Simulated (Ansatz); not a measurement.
**1T-SnO2 monolayer in a perpendicular field**

Wanted: the out-of-plane response of the 1T-SnO2 monolayer. A positive field points along +c.

Main program and level: Ansatz 0.2.0; plane-wave DFT, PBE-D3(BJ), Ansatz PAW, in the first sound run; inputs show where later runs differ.

### 1. Starting point

The cell holds 3 atoms: 2 O and 1 Sn. Its edges and angles: a = 3.220 Å, b = 3.220 Å, c = 19.789 Å, α = 90.0°, β = 90.0°, γ = 120.0°. Vacuum lies along c.

### 2. Relaxation

The starting cell is a guess, so the in-plane lattice and the atoms are relaxed first, with the slab cut off from its images along the normal. The program lengthens the vector along the normal by itself, so c and the volume that it reports differ from the typed ones.

Contents of input.yaml:

```yaml
crystal:
  lattice:
    - [3.22, 0.0, 0.0]
    - [-1.61, 2.7886018002, 0.0]
    - [0.0, 0.0, 19.788854382]
  atoms:
    - { symbol: O, position: [0.6666666667, 0.3333333333, 0.4548014668] }
    - { symbol: Sn, position: [0.0, 0.0, 0.5] }
    - { symbol: O, position: [0.3333333333, 0.6666666667, 0.5451985332] }
  periodic: [true, true, false]
kpoints:
  mp_grid: { grid: [12, 12, 1] }
hamiltonian:
  xc: pbe
  dispersion: d3bj
scf:
  occupations: { method: fermi_dirac, width: 0.05 }
  convergence: { dr2_threshold: 1.0e-09 }
relax:
  f_tol: 0.004
  max_steps: 90
  cell: {}
output:
  write_potential: true
  write_density: true
  volumetric_format: npy
```

On the command line:

```
> ansatz run input.yaml --threads 2 --pin off --max-ram 3072MiB --backend cpu --events-out ev --progress --plain --runs-dir out
```

Numbers of over 12 decimals in the logs are rounded to 6 here.

Log:

```text
Warning: crystal.periodic: the lattice vector that does not repeat stood 0.000° off the slab's normal, 19.789 Å along it as the deck builds it. The run solves the slab on a vector along the normal, 27.378 Å long, with every atom where it was (on the deck's vector they left 18.00 Å outside them, and the widest stretch free of ions among them is 0.89 Å). A fractional position that the run reports is one of the run's ce [...]
Warning: relax.cell: scf.convergence.dr2_threshold = 1e-9 eV is looser than the 2.15862920297e-10 eV advised for a relaxation that steers and ends on the stress (1e-10 eV for each atom of the cell: 3, times the square of relax.cell.stress_2d_tol = 0.05 N/m over 11.8 Å (the atoms' height at the walk's start and 5 Å past either face), 4.241e-2 GPa, over a crystal's default 0.05). What an SCF threshold leaves in a stress goes as its square root, and in the free energy as the threshold itself, and one threshold admits the most on a small cell: [figures from the program's tests cut] Set scf.convergence.dr2_threshold to 2.15862920297e-10 eV or tighter. [rest of the remark cut]
crystal.periodic: the lattice vector that does not repeat stood 0.000° off the slab's normal, 19.789 Å along it as the deck builds it. The run solves the slab on a vector along the normal, 27.378 Å long, with every atom where it was (on the deck's vector they left 18.00 Å outside them, and the widest stretch free of ions among them is 0.89 Å). A fractional position that the run reports is one of the run's cell, which [...]
Engine: ansatz 0.2.0, aarch64-unknown-linux-gnu
Pseudopotentials: kind: paw
Pseudopotential: O, paw, valence charge 6, recommended cutoff 420 eV (normal), O.paw.azcp
Pseudopotential: Sn, paw, valence charge 14, recommended cutoff 420 eV (normal), Sn.paw.azcp
Functional definition: PBE
  parameter kappa = 0.804
  parameter beta = 0.066725
  exchange = pbe_x(kappa = kappa, mu = beta*pi^2/3)
  correlation = pbe_c(beta = beta)
Crystal: 3 atoms, lattice volume = 245.833 Å³
Basis set: ecut = 420 eV, 4891 PW (Γ), exchange–correlation on 48×48×384 points (8 copies of the dense FFT grid, shifted against one another)
Bands: 17, of which v1, the nominal top of the filled ones, is band 13 counted from 1 (12 counted from 0)
Symmetry: 12 space group operations
Space group: P-3m1 (ITA 164), of the structure as read, at distance tolerance 6.3e-5 Å
k-points: 19 of 144
Non-local potential: O, projectors of the file, l = 0: 2, l = 1: 2, l = 2: 1
Non-local potential: Sn, projectors of the file, l = 0: 2, l = 1: 2, l = 2: 2, l = 3: 2
PAW form: soft (Blöchl's): semilocal exchange-correlation on the pseudo side does not see the compensation charge
PAW one-centre angular grid: O, 110 points (default); XC on 64 Gauss nodes
PAW one-centre angular grid: Sn, 590 points (default); XC on 64 Gauss nodes
Initial density: superposition of atomic densities (neutral atoms: chi_scale 0, normalization atom), corrected by the library's trained network
Initial wavefunctions: pseudopotential atomic-orbital guess
Functional: x = pbe(κ = 0.804, μ = 0.219515), c = pbe(β = 0.066725)
SCF iter   1: F=—  HF=-7158.670976 eV  |F-HF|=—  |Δ(HF+E_count)|=         —  Δρ=1.21e-3  dr2=2.48e-3  ethr=1.77e-3  ⟨swp⟩=12.1  Hψ=2817  notcnv=0
preconditioner: auto → none  [insulator: Δε(μ)=2.773 eV  Ē_g=19.327 eV  σ=0.050 eV  W_gap=1.00  n_scr=16 (ndim 8)  ℏωp=12.1 eV  f_vac=0.820  D(μ)=0.00/eV (n_scr^D=0)  ε∞_Penn≈1.4]
SCF iter   2: F=—  HF=-7158.671141 eV  |F-HF|=—  |Δ(HF+E_count)|=   1.65e-4  Δρ=6.29e-4  dr2=3.70e-4  ethr=9.55e-6  ⟨swp⟩=4.0  Hψ=1191  notcnv=0
SCF iter   3: F=—  HF=-7158.671267 eV  |F-HF|=—  |Δ(HF+E_count)|=   1.25e-4  Δρ=2.72e-4  dr2=1.09e-4  ethr=1.42e-6  ⟨swp⟩=3.5  Hψ=690  notcnv=0
SCF iter   4: F=—  HF=-7158.671324 eV  |F-HF|=—  |Δ(HF+E_count)|=   5.72e-5  Δρ=7.69e-5  dr2=4.71e-6  ethr=4.20e-7  ⟨swp⟩=3.2  Hψ=682  notcnv=0
SCF iter   5: F=—  HF=-7158.671349 eV  |F-HF|=—  |Δ(HF+E_count)|=   2.57e-5  Δρ=9.61e-6  dr2=1.38e-7  ethr=1.81e-8  ⟨swp⟩=3.5  Hψ=858  notcnv=0
SCF iter   6: F=—  HF=-7158.671354 eV  |F-HF|=—  |Δ(HF+E_count)|=   4.34e-6  Δρ=3.86e-6  dr2=1.70e-8  ethr=5.30e-10  ⟨swp⟩=3.3  Hψ=765  notcnv=0
SCF iter   7: F=-7158.671354 eV  HF=-7158.671354 eV  |F-HF|=1.09e-9  |Δ(HF+E_count)|=   1.18e-7  Δρ=3.08e-7  dr2=1.57e-10  ethr=3.85e-12  ⟨swp⟩=11.5  Hψ=3041  notcnv=0
SCF 1 converged in 7 iterations: F = -7158.671354 eV  dr2 = 1.57e-10
  greatest PAW one-centre occupation: 0.996 electrons in one spin orbital (limit 2), on the Sn atom at site 1 (counted from 0), in its partial waves of l = 2
relax step   1: F+E_penalty+E_count = -7158.67135392 eV  Δ(F+E_penalty+E_count) = +0.000e0 eV  max|allowed force component| = 1.710e0 eV/Å  Δτ_max = 0.0000 Å  P = +4.919 N/m  Ω = 245.833 Å³  fix = [c, alpha, beta]  reactions: c +0.000 N/m  (7 SCF iters, accepted)
Crystal: 3 atoms, lattice volume = 241.202 Å³
Basis set: ecut = 420 eV, 4771 PW (Γ), exchange–correlation on 48×48×384 points (8 copies of the dense FFT grid, shifted against one another)
Initial density: handed on by an earlier stage of this run
Initial wavefunctions: those handed on with the density
iter 1 solved again at ethr=8.17e-4 eV; its pass at ethr=3.10e-3 eV (dr2=2.12e-1 eV) is discarded
SCF iter   1: F=—  HF=-7158.945912 eV  |F-HF|=—  |Δ(HF+E_count)|=         —  Δρ=9.94e-3  dr2=2.12e-1  ethr=8.17e-4  ⟨swp⟩=1.9  Hψ=3092  notcnv=0
preconditioner: auto → none  [insulator: Δε(μ)=2.842 eV  Ē_g=19.101 eV  σ=0.050 eV  W_gap=1.00  n_scr=16 (ndim 8)  ℏωp=12.2 eV  f_vac=0.813  D(μ)=0.00/eV (n_scr^D=0)  ε∞_Penn≈1.4]
SCF iter   2: F=—  HF=-7158.866685 eV  |F-HF|=—  |Δ(HF+E_count)|=   7.92e-2  Δρ=3.39e-3  dr2=8.66e-3  ethr=8.14e-4  ⟨swp⟩=4.2  Hψ=745  notcnv=0
SCF iter   3: F=—  HF=-7158.868186 eV  |F-HF|=—  |Δ(HF+E_count)|=   1.50e-3  Δρ=1.55e-3  dr2=1.68e-3  ethr=3.33e-5  ⟨swp⟩=3.4  Hψ=816  notcnv=0
SCF iter   4: F=—  HF=-7158.868225 eV  |F-HF|=—  |Δ(HF+E_count)|=   3.96e-5  Δρ=7.52e-4  dr2=5.29e-4  ethr=6.48e-6  ⟨swp⟩=3.8  Hψ=714  notcnv=0
SCF iter   5: F=—  HF=-7158.868222 eV  |F-HF|=—  |Δ(HF+E_count)|=   2.98e-6  Δρ=9.56e-5  dr2=1.30e-5  ethr=2.03e-6  ⟨swp⟩=2.9  Hψ=534  notcnv=0
SCF iter   6: F=—  HF=-7158.868232 eV  |F-HF|=—  |Δ(HF+E_count)|=   9.69e-6  Δρ=1.86e-5  dr2=7.70e-7  ethr=5.02e-8  ⟨swp⟩=3.3  Hψ=763  notcnv=0
SCF iter   7: F=—  HF=-7158.868234 eV  |F-HF|=—  |Δ(HF+E_count)|=   1.96e-6  Δρ=4.90e-6  dr2=2.98e-8  ethr=2.96e-9  ⟨swp⟩=3.4  Hψ=735  notcnv=0
SCF iter   8: F=—  HF=-7158.868234 eV  |F-HF|=—  |Δ(HF+E_count)|=   1.37e-8  Δρ=9.70e-7  dr2=1.91e-9  ethr=1.15e-10  ⟨swp⟩=3.4  Hψ=692  notcnv=0
SCF iter   9: F=-7158.868234 eV  HF=-7158.868234 eV  |F-HF|=5.28e-11  |Δ(HF+E_count)|=  4.86e-10  Δρ=1.78e-7  dr2=8.78e-11  ethr=3.85e-12  ⟨swp⟩=12.5  Hψ=2620  notcnv=0
SCF 2 converged in 9 iterations: F = -7158.868234 eV  dr2 = 8.78e-11
relax step   2: F+E_penalty+E_count = -7158.86823384 eV  Δ(F+E_penalty+E_count) = -1.969e-1 eV  max|allowed force component| = 6.104e-2 eV/Å  Δτ_max = 0.1376 Å  P = +1.284 N/m  Ω = 241.202 Å³  energy of the carried Pulay correction = +3.760e-3 eV  fix = [c, alpha, beta]  reactions: c +0.000 N/m  (9 SCF iters, accepted)
Crystal: 3 atoms, lattice volume = 244.999 Å³
Basis set: ecut = 420 eV, 4831 PW (Γ), exchange–correlation on 48×48×384 points (8 copies of the dense FFT grid, shifted against one another)
iter 1 solved again at ethr=1.24e-5 eV; its pass at ethr=3.10e-3 eV (dr2=3.23e-3 eV) is discarded
SCF iter   1: F=—  HF=-7158.872842 eV  |F-HF|=—  |Δ(HF+E_count)|=         —  Δρ=1.18e-3  dr2=3.40e-3  ethr=1.24e-5  ⟨swp⟩=3.0  Hψ=2949  notcnv=0
preconditioner: auto → none  [insulator: Δε(μ)=2.674 eV  Ē_g=19.253 eV  σ=0.050 eV  W_gap=1.00  n_scr=16 (ndim 8)  ℏωp=12.1 eV  f_vac=0.815  D(μ)=0.00/eV (n_scr^D=0)  ε∞_Penn≈1.4]
SCF iter   2: F=—  HF=-7158.871812 eV  |F-HF|=—  |Δ(HF+E_count)|=   1.03e-3  Δρ=5.85e-4  dr2=3.15e-4  ethr=1.24e-5  ⟨swp⟩=2.2  Hψ=441  notcnv=0
SCF iter   3: F=—  HF=-7158.871782 eV  |F-HF|=—  |Δ(HF+E_count)|=   2.91e-5  Δρ=2.36e-4  dr2=7.67e-5  ethr=1.21e-6  ⟨swp⟩=3.0  Hψ=642  notcnv=0
SCF iter   4: F=—  HF=-7158.871806 eV  |F-HF|=—  |Δ(HF+E_count)|=   2.40e-5  Δρ=1.02e-4  dr2=6.97e-6  ethr=2.95e-7  ⟨swp⟩=3.6  Hψ=621  notcnv=0
SCF iter   5: F=—  HF=-7158.871807 eV  |F-HF|=—  |Δ(HF+E_count)|=   1.65e-7  Δρ=1.61e-5  dr2=3.54e-7  ethr=2.68e-8  ⟨swp⟩=3.6  Hψ=686  notcnv=0
SCF iter   6: F=—  HF=-7158.871809 eV  |F-HF|=—  |Δ(HF+E_count)|=   1.99e-6  Δρ=4.75e-6  dr2=2.72e-8  ethr=1.36e-9  ⟨swp⟩=3.4  Hψ=703  notcnv=0
SCF iter   7: F=—  HF=-7158.871809 eV  |F-HF|=—  |Δ(HF+E_count)|=   7.82e-9  Δρ=1.26e-6  dr2=2.30e-9  ethr=1.04e-10  ⟨swp⟩=3.4  Hψ=765  notcnv=0
SCF iter   8: F=-7158.871809 eV  HF=-7158.871809 eV  |F-HF|=3.64e-11  |Δ(HF+E_count)|=  5.58e-10  Δρ=2.94e-7  dr2=1.33e-10  ethr=3.85e-12  ⟨swp⟩=12.3  Hψ=2564  notcnv=0
SCF 3 converged in 8 iterations: F = -7158.871809 eV  dr2 = 1.33e-10
relax step   3: F+E_penalty+E_count = -7158.87180863 eV  Δ(F+E_penalty+E_count) = -3.575e-3 eV  max|allowed force component| = 2.355e-2 eV/Å  Δτ_max = 0.0175 Å  P = +0.119 N/m  Ω = 244.999 Å³  energy of the carried Pulay correction = +6.712e-4 eV  fix = [c, alpha, beta]  reactions: c +0.000 N/m  (8 SCF iters, accepted)
[...]
relax step   4: F+E_penalty+E_count = -7158.87173987 eV  Δ(F+E_penalty+E_count) = +6.876e-5 eV  max|allowed force component| = 2.862e-3 eV/Å  Δτ_max = 0.0011 Å  P = +0.012 N/m  Ω = 245.148 Å³  energy of the carried Pulay correction = +5.515e-4 eV  fix = [c, alpha, beta]  reactions: c +0.000 N/m  (6 SCF iters, accepted)
Initial wavefunctions: pseudopotential atomic-orbital guess (no wavefunctions were taken with the density)
iter 1 solved again at ethr=7.64e-8 eV; its pass at ethr=3.10e-3 eV (dr2=1.99e-5 eV) is discarded
SCF iter   1: F=—  HF=-7158.871168 eV  |F-HF|=—  |Δ(HF+E_count)|=         —  Δρ=1.03e-5  dr2=3.94e-8  ethr=7.64e-8  ⟨swp⟩=6.8  Hψ=4615  notcnv=0
preconditioner: auto → none  [insulator: Δε(μ)=2.681 eV  Ē_g=19.233 eV  σ=0.050 eV  W_gap=1.00  n_scr=16 (ndim 8)  ℏωp=12.1 eV  f_vac=0.814  D(μ)=0.00/eV (n_scr^D=0)  ε∞_Penn≈1.4]
SCF iter   2: F=—  HF=-7158.871203 eV  |F-HF|=—  |Δ(HF+E_count)|=   3.44e-5  Δρ=5.10e-6  dr2=1.87e-8  ethr=1.52e-10  ⟨swp⟩=4.7  Hψ=1000  notcnv=0
SCF iter   3: F=—  HF=-7158.871203 eV  |F-HF|=—  |Δ(HF+E_count)|=   1.30e-8  Δρ=2.66e-6  dr2=4.51e-9  ethr=7.20e-11  ⟨swp⟩=3.3  Hψ=568  notcnv=0
SCF iter   4: F=-7158.871203 eV  HF=-7158.871203 eV  |F-HF|=1.27e-11  |Δ(HF+E_count)|=   3.46e-9  Δρ=2.60e-7  dr2=9.26e-11  ethr=3.85e-12  ⟨swp⟩=17.5  Hψ=3615  notcnv=0
SCF 5 converged in 4 iterations: F = -7158.871203 eV  dr2 = 9.26e-11
relax step   5: F+E_penalty+E_count = -7158.87120286 eV  Δ(F+E_penalty+E_count) = +5.370e-4 eV  max|allowed force component| = 2.883e-3 eV/Å  Δτ_max = 0.0000 Å  P = +0.005 N/m  Ω = 245.148 Å³  fix = [c, alpha, beta]  reactions: c +0.000 N/m  stress off target by 4.55e-3 N/m on what of the cell is left free  SCF on the basis re-selected at this cell (its energy is not comparable with the rows above)  (4 SCF iters)
basis re-selected at this cell: Δ(F+E_penalty+E_count) = +5.370e-4 eV, ΔP = -0.008 N/m vs the last step (what re-selecting the basis moved, of the pressure what is left beyond the Pulay correction that the steps carried, after the strain that the cell walked since its last selection, with what the two solves' SCF thresholds leave and, on support functions, any second-order correction that the steps lacked; it is no m [...]
WARN: The output density's exchange-correlation potential varies sharply where the density is thin. Do not read a vacuum level from v_tot or v_xc, or from such a field of the output density. On a cell that repeats whose density bears no net charge and no dipole along the vacuum's axis use v_es (v_loc + v_h of the components); under efield.dipole_correction with no amplitude use v_es + v_field, which holds any externa [...]
SCF converged after 4 iterations
Free energy (F): -7158.871203 eV
Harris-Foulkes:  -7158.871203 eV  (|F-HF|=1.27e-11)
Internal energy: -7158.871203 eV  (E = F + TS)
E sigma→0 (E₀):  -7158.871203 eV
Fermi energy:    -6.919130 eV
--- Per-component energies (eV) ---
  E_band       = -504.573579
  E_kinetic    = 538.010052
  E_local      = -41534.140246  (includes V_loc(G=0)·N_el)
  E_nonlocal   = 66.402674
  E_hartree    = 20574.328213
  E_xc         = -527.082513
  E_vxc        = -281.266127  (∫ρ·V_xc dr)
  E_paw        = -4462.459061  (= ΣΔE_a)
  E_vpaw       = -442.241915  (= ΣTr[D̂ρ^β])
  E_aug_tail   = 0.004818  (compensation charges beyond the density's cutoff)
  E_ewald      = 18186.416019
  E_disp       = -0.351158  (pairwise vdW)
  E_smearing   = -0.000000  (= −TS)
  E_closure    = 0.000000  (closes the sum)
  Σ components = -7158.871203   (vs F -7158.871203, Δ=0.00e0)
--- Forces (eV/Å), atoms counted from 1 ---
  atom   1  O     -0.00000000    -0.00000000    -0.00288327
  atom   2  Sn    -0.00000000     0.00000000     0.00000000
  atom   3  O      0.00000000     0.00000000     0.00288327
  max |Σ_I F_I| component: 5.27e-31 eV/Å
--- 2D stress c σ (N/m, compression-positive) ---
        0.004552       0.000000      -0.000000
        0.000000       0.004552       0.000000
       -0.000000       0.000000       0.000000
  P = ½ c Tr σ = 0.0046 N/m
--- Band table (eV; the first three rows and the last of 19) ---
  k-point 0: bands = [... 9 lower, -9.4937, -9.0451, -9.0451, -8.9102, -5.6688, -2.5476, -0.2199, -0.2124]
  k-point 1: bands = [... 9 lower, -9.6823, -9.2793, -8.9569, -8.7047, -5.3213, -2.2941, -0.1153, -0.0730]
  k-point 2: bands = [... 9 lower, -10.0596, -9.4960, -8.8453, -8.5809, -4.5356, -1.7030, 0.1603, 0.3467]
  k-point 18: bands = [... 9 lower, -11.8461, -10.8896, -8.4974, -8.4974, -2.0347, 1.5694, 1.9710, 1.9710]
--- Relaxed structure (4 steps of the walk, 4 accepted, 1 SCFs on fresh bases) ---
  F+E_penalty+E_count = -7158.87120286 eV   max|allowed force component| = 2.883e-3 eV/Å   (the final SCF, on the basis selected at the relaxed cell)
  cell:  # Å, volume = 245.1478 Å³
    - [3.215512, 0.0, 0]
    - [-1.607756, 2.784715, 0]
    - [0, 0, 27.377709]
  atoms:
    - { symbol: O, position: [0.666667, 0.333333, 0.324310] }
    - { symbol: Sn, position: [0, 0, 0.361405] }
    - { symbol: O, position: [0.333333, 0.666667, 0.398499] }
```

Wall time 14 s (2 threads of Arm Neoverse V2, shared host); peak memory 0.49 GiB; 27 s of CPU time.

Step by step:

```tsv
step	energy less that of the first step (eV)	largest force component (eV/Å)	volume (Å³)
1	0.0000	1.7097	245.83
2	-0.1969	0.0610	241.20
3	-0.2005	0.0236	245.00
4	-0.2004	0.0029	245.15
5*	-0.1998	0.0029	245.15
```

Relaxation steps marked * repeat the geometry before them on a plane-wave basis chosen anew for their cell, so energy and pressure can jump there.

The run keeps the 12 symmetry operations that it works with, so distortions that break them were not tested.

```tsv
cell as run	before	after	change
a (Å)	3.220	3.216	-0.1 %
b (Å)	3.220	3.216	-0.1 %
```

The atoms that moved most (Å, along periodic axes as changes of fractional coordinates times the final cell, across vacuum about the mean position):

```tsv
atom	dx	dy	dz	length
O3	0.000	0.000	0.121	0.121
O1	0.000	0.000	-0.121	0.121
```

The relaxed structure:

```xyz
3
Lattice="3.2155 0.0000 0.0000 -1.6078 2.7847 0.0000 0.0000 0.0000 27.3777" Properties=species:S:1:pos:R:3
O     1.6078    0.9282    8.8789
Sn    0.0000    0.0000    9.8944
O     0.0000    1.8565   10.9100
```

Numbers from this step:

| Property | Result |
| --- | --- |
| gap on the k-mesh | 2.681 eV |

The lattice constant a goes from 3.220 to 3.216 Å.

[end of part 1 of 4]

[Logs are printed without paths, hosts, clocks, repeated set-up lines and the standing remarks that a program may print on its own settings, such as how far it seeks lower states.]

[Hosts, paths, dates, database ids (printed as entryN), source tags and the programs' standing remarks are cut or masked in the printed files.]

[Maps of the electrostatic potential energy from Ansatz leave out the sawtooth potential of an applied field or a dipole correction, so their vacuum need not be flat; planar profiles and work functions include it.]
